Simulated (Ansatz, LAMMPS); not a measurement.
# Convergence of a linear-scaling basis for amorphous Ge (61 atoms)

Aim: test how closely localised support functions follow the reference on amorphous Ge (61 atoms), and at what cost. A setting counts as converged where the r.m.s. difference of forces stays under 1 % of the r.m.s. force.

Main program and level: Ansatz 0.2.0; Kohn-Sham DFT, PBE, PAW (set soft_2), plane waves.

The raw output is cut from this account; settings, times and results stay.

## Step 1: Set-up

The cell holds 61 atoms: 61 Ge. Its edges and angles: a = 11.144 Å, b = 11.144 Å, c = 11.144 Å, α = 90.0°, β = 90.0°, γ = 90.0°. 61 atoms (61 Ge) placed at random at 5.32 g/cm³, melted at 3500 K for 10 ps at fixed volume with the Tersoff potential (Tersoff, Phys. Rev. B 39, 5566 (1989)). Quenched from 3500 K to 300 K at 3 K/ps and fixed volume, annealed at 1000 K for 20 ps, held 5 ps, then minimised at fixed cell.

What the set-up can't give: The quench rate of 3 K/ps is many orders above laboratory rates, so the cell is likely richer in defects and strain than a real sample. The network of bonds at the start is that of the classical potential that made the cell, and needn't be the one that DFT or experiment would give. Sampling is at Γ alone, for a cell whose shortest periodic width is 11 Å.

## Step 2: Making the structure

A classical potential supplies the starting structure, since it reaches far longer times than DFT.

This step: classical MD, Tersoff potential (Tersoff, Phys. Rev. B 39, 5566 (1989)) (LAMMPS 22 Jul 2025 - Update 4).

in.lmp

```
# melt-quench of Ge61
units metal
atom_style atomic
boundary p p p
region box block 0 11.1439 0 11.1439 0 11.1439
create_box 1 box
mass 1 72.6300   # Ge
create_atoms 1 random 61 60638 NULL overlap 2.04 maxtry 2000
pair_style tersoff
pair_coeff * * SiCGe.tersoff Ge
neigh_modify delay 0 every 1 check yes
thermo_style custom step time temp pe press density
thermo_modify norm yes
timestep 0.001
thermo 100
min_style cg
minimize 1e-4 1e-4 200 2000
reset_timestep 0
velocity all create 3500 60639 mom yes dist gaussian
fix lim all nve/limit 0.05
fix lan all langevin 3500 3500 0.1 60640 zero yes
thermo 500
run 1000 post no
unfix lim
unfix lan
thermo 1666
fix md all nvt temp 3500 3500 0.1
run 10000 post no
unfix md
thermo 106666
fix md all nvt temp 3500 300 0.1
run 1066667 post no
unfix md
thermo 2500
# [... 11 lines left out ...]
thermo 2500
fix md all nvt temp 300 300 0.1
run 5000 post no
unfix md
thermo 100
min_style cg
minimize 0 1e-3 2000 20000
write_dump all custom glass.dump id type xs ys zs modify sort id
```

On the command line:

```sh
lmp -in in.lmp -log none -nocite
```

Elapsed: 1.9 min, on 1 thread of Arm Neoverse V2, shared host; peak memory 0.07 GiB.

## Step 3: Plane-wave single point

This run is the reference for what follows, at a cutoff of 420 eV.

input.yaml

```yaml
crystal:
  lattice:
    - [11.1439, 0.0, 0.0]
    - [0.0, 11.1439, 0.0]
    - [0.0, 0.0, 11.1439]
  atoms:
    - { symbol: Ge, position: [0.79334, 0.30008, 0.96301] }
    - { symbol: Ge, position: [0.71219, 0.06547, 0.62132] }
    - { symbol: Ge, position: [0.67984, 0.45357, 0.37175] }
    - { symbol: Ge, position: [0.34557, 0.491, 0.48974] }
    - { symbol: Ge, position: [0.88759, 0.09123, 0.36212] }
    - { symbol: Ge, position: [0.35929, 0.26759, 0.44904] }
    - { symbol: Ge, position: [0.13204, 0.35534, 0.2461] }
    - { symbol: Ge, position: [0.24026, 0.71167, 0.23198] }
[... 49 atom lines left out ...]
    - { symbol: Ge, position: [0.95968, 0.92548, 0.86899] }
    - { symbol: Ge, position: [0.05318, 0.09492, 0.74296] }
    - { symbol: Ge, position: [0.97722, 0.11799, 0.16091] }
    - { symbol: Ge, position: [0.18753, 0.05722, 0.19986] }
kpoints:
  mp_grid: { grid: [1, 1, 1] }
hamiltonian:
  xc: pbe
scf:
  occupations: { method: fermi_dirac, width: 0.025 }
output:
  forces: true
  stress: true
  populations: intrinsic
  dos:
    method: { smearing: { sigma: 0.08 } }
    de: 0.1
    projected: { site_lists: { Ge: [Ge] } }
  eigenvalues: true
  write_density: true
  write_potential: true
  volumetric_format: npy
```

On the command line:

```sh
ansatz run input.yaml --threads 8 --pin off --max-ram 15872MiB --backend cpu --events-out ev --progress --plain --runs-dir out
```

Run time: 15 s. Hardware: 8 threads of Arm Neoverse V2, shared host; peak memory 2.1 GiB; 1.8 min of CPU time.

Read from the output:

- free energy: -261977.0434 eV
- free energy per atom: -4294.7056 eV/atom
- SCF cycles: 9
- pressure: 3.681 GPa
- r.m.s. force component: 0.2677 eV/Å
- longest force: 1.072 eV/Å
- Fermi energy: 8.346 eV
- levels partly filled by over 2 per cent: 2

The r.m.s. force component of 0.27 eV/Å sets the scale for the differences below.

## Step 4: Support functions low

With localised support functions most steps grow linearly with size, though the diagonalisation grows faster unless the density matrix is cut; this run measures error and cost at this size.

This step: Kohn-Sham DFT, PBE, PAW (set soft_2), localised support functions (low) (Ansatz 0.2.0).

input.yaml, the sections that differ from step 3:

```yaml
scf:
  occupations: { method: fermi_dirac, width: 0.025 }
  eigensolver: { kind: { support_functions: { accuracy: low } } }
  max_iter: 150
output:
  forces: true
  eigenvalues: true
# crystal, kpoints, hamiltonian: as in step 3
```

The job ended after 56 s (8 threads; peak memory 3.4 GiB; 7.3 min of CPU time).

The program notes that the band table was not solved further than the SCF left it and it switched symmetry off.

Keys that differ from the reference: support_functions.accuracy = "low" and scf.max_iter = 150.

Forces differ from the reference by 0.14 meV/Å r.m.s., 0.054 % of their size, well within a tolerance of 1 %; the energy by -1.3 meV/atom. It took roughly 3.7 times the reference's time (one timing each, with unlike analyses asked), in 11 cycles against 9.

## Step 5: Support functions medium

This step: Kohn-Sham DFT, PBE, PAW (set soft_2), localised support functions (medium) (Ansatz 0.2.0).

input.yaml, the sections that differ from step 4:

```yaml
scf:
  occupations: { method: fermi_dirac, width: 0.025 }
  eigensolver: { kind: { support_functions: { accuracy: medium } } }
  max_iter: 150
# crystal, kpoints, hamiltonian, output: as in step 4
```

It took 60 s on 8 threads; peak memory 3.5 GiB.

Keys that differ from the reference: support_functions.accuracy = "medium" and scf.max_iter = 150.

Forces differ from the reference by 0.11 meV/Å r.m.s., 0.043 % of their size, well within a tolerance of 1 %; the energy by -1.3 meV/atom. It took roughly 4.0 times the reference's time (one timing each, with unlike analyses asked), in 12 cycles against 9.

## Step 6: Support functions medium, radius 3.59 Å

The radius confines each support function; a larger one gives more freedom and more work per atom.

input.yaml, the sections that differ from step 5:

```yaml
scf:
  occupations: { method: fermi_dirac, width: 0.025 }
  eigensolver: { kind: { support_functions: { accuracy: medium, radius: 3.59 } } }
  max_iter: 150
# crystal, kpoints, hamiltonian, output: as in step 5
```

It took 0.53 s on 8 threads; peak memory 0.24 GiB; 2.2 s of CPU time.

The program refuses radii under 4.01 Å for these atoms at this level.

## Step 7: Support functions medium, radius 4.09 Å

input.yaml, the sections that differ from step 6:

```yaml
scf:
  occupations: { method: fermi_dirac, width: 0.025 }
  eigensolver: { kind: { support_functions: { accuracy: medium, radius: 4.09 } } }
  max_iter: 150
# crystal, kpoints, hamiltonian, output: as in step 6
```

Wall time 54 s (8 threads); peak memory 3.3 GiB.

Keys that differ from the reference: support_functions.accuracy = "medium", support_functions.radius = 4.09 and scf.max_iter = 150.

Forces differ from the reference by 0.18 meV/Å r.m.s., 0.067 % of their size, well within a tolerance of 1 %; the energy by -1.3 meV/atom. It took roughly 3.6 times the reference's time (one timing each, with unlike analyses asked), in 12 cycles against 9.

## Step 8: Support functions medium, radius 4.39 Å

input.yaml, the sections that differ from step 7:

```yaml
scf:
  occupations: { method: fermi_dirac, width: 0.025 }
  eigensolver: { kind: { support_functions: { accuracy: medium, radius: 4.39 } } }
  max_iter: 150
# crystal, kpoints, hamiltonian, output: as in step 7
```

Wall time 69 s (8 threads); peak memory 3.7 GiB.

Keys that differ from the reference: support_functions.accuracy = "medium", support_functions.radius = 4.39 and scf.max_iter = 150.

Forces differ from the reference by 0.082 meV/Å r.m.s., 0.031 % of their size, well within a tolerance of 1 %; the energy by -1.3 meV/atom. It took roughly 4.5 times the reference's time (one timing each, with unlike analyses asked), in 12 cycles against 9.

## Step 9: Support functions medium, radius 4.64 Å

input.yaml, the sections that differ from step 8:

```yaml
scf:
  occupations: { method: fermi_dirac, width: 0.025 }
  eigensolver: { kind: { support_functions: { accuracy: medium, radius: 4.64 } } }
  max_iter: 150
# crystal, kpoints, hamiltonian, output: as in step 8
```

The job ended after 1.7 min (8 threads; peak memory 4.1 GiB).

Keys that differ from the reference: support_functions.accuracy = "medium", support_functions.radius = 4.64 and scf.max_iter = 150.

Forces differ from the reference by 0.066 meV/Å r.m.s., 0.025 % of their size, well within a tolerance of 1 %; the energy by -1.3 meV/atom. It took roughly 6.7 times the reference's time (one timing each, with unlike analyses asked), in 16 cycles against 9.

## Step 10: What each setting buys

Differences are against the plane-wave reference (Kohn-Sham DFT, PBE, PAW (set soft_2), plane waves), whose r.m.s. force component is 0.268 eV/Å. Energies are set beside the reference only for runs with its functional, potentials and electron count. Times are for 8 threads of Arm Neoverse V2, shared host. The reference's time includes the DOS, the stress and grids, which some other runs skip.

```
                                    run  Δ force, r.m.s. (meV/Å)  share of r.m.s. force (%)  Δ energy (meV/atom)  cycles     time  host memory (GiB)
                              reference                        -                          -                    -       9     15 s                2.1
                  support functions low                    0.143                     0.0536                -1.35      11     56 s                3.4
               support functions medium                    0.114                     0.0425                -1.35      12     60 s                3.5
support functions medium, radius 4.09 Å                     0.18                     0.0674                -1.34      12     54 s                3.3
support functions medium, radius 4.39 Å                    0.082                     0.0306                -1.35      12     69 s                3.7
support functions medium, radius 4.64 Å                    0.066                     0.0247                -1.35      16  1.7 min                4.1
```

## Step 11: The reference in detail

The comparisons rest on this run, so its electronic structure is set out here.

Neighbours are counted within 2.98 Å (Ge-Ge).

Length of the force by element and coordination:

```
element  coordination  atoms  mean length of the force (eV/Å)  spread  least   most
     Ge           all     61                            0.425   0.185  0.112   1.07
     Ge             4     47                            0.429   0.189  0.129   1.07
     Ge             5     14                            0.413   0.170  0.112  0.758
```

Intrinsic-atomic-orbital charges by element and coordination:

```
element  coordination  atoms  mean charge (e)  spread    least    most
     Ge           all     61                0  0.0326  -0.0671  0.0776
     Ge             4     47            0.007   0.028  -0.0531  0.0776
     Ge             5     14          -0.0234  0.0359  -0.0671  0.0507
```

Density of states as counts of states in windows of 1 eV (from the Fermi level), total and the larger projections:

```
from (eV)  to (eV)  total  Ge p  Ge s
      -14      -13    0.0   0.0   0.0
      -13      -12    2.0   0.0   2.0
      -12      -11   12.0   3.2   8.8
      -11      -10   23.5   7.1  16.3
      -10       -9   16.4   5.0  11.4
       -9       -8   15.0   4.8  10.2
       -8       -7   18.6   7.1  11.4
       -7       -6   16.7   7.7   8.9
       -6       -5   12.9   7.2   5.7
       -5       -4   11.8   9.6   2.1
       -4       -3   28.3  26.1   2.0
       -3       -2   27.5  24.9   2.4
       -2       -1   37.9  34.9   2.7
       -1        0   21.8  18.9   2.6
        0        1   21.9  16.1   5.1
        1        2   23.4  16.3   5.7
        2        3   32.8  23.9   5.8
        3        4   31.5  23.1   4.2
        4        5   39.7  28.6   4.2
```

The curve was stored every 0.10 eV, coarse against its broadening of 0.08 eV, so these counts are rough.

Between -25 and -14 eV lie 610 more states.

The levels nearest the highest filled one (over half full), pooled over k-points and spins:

```
level less the highest filled one (eV)  occupation
                                -0.521           2
                                -0.487           2
                                -0.345           2
                                -0.268           2
                                -0.206           2
                                     0        1.72
                                0.0907       0.279
                                 0.202       0.004
                                 0.293           0
                                 0.378           0
                                 0.447           0
                                 0.543           0
```

(Continued in part 2 of 2.)

[Long decimals in the printed logs are rounded to 6 places.]

[Logs are printed without paths, hosts, clocks, repeated set-up lines and the standing remarks that a program may print on its own settings, such as how far it seeks lower states.]

[Hosts, paths, dates, database ids (printed as entryN), source tags and the programs' standing remarks are cut or masked in the printed files.]
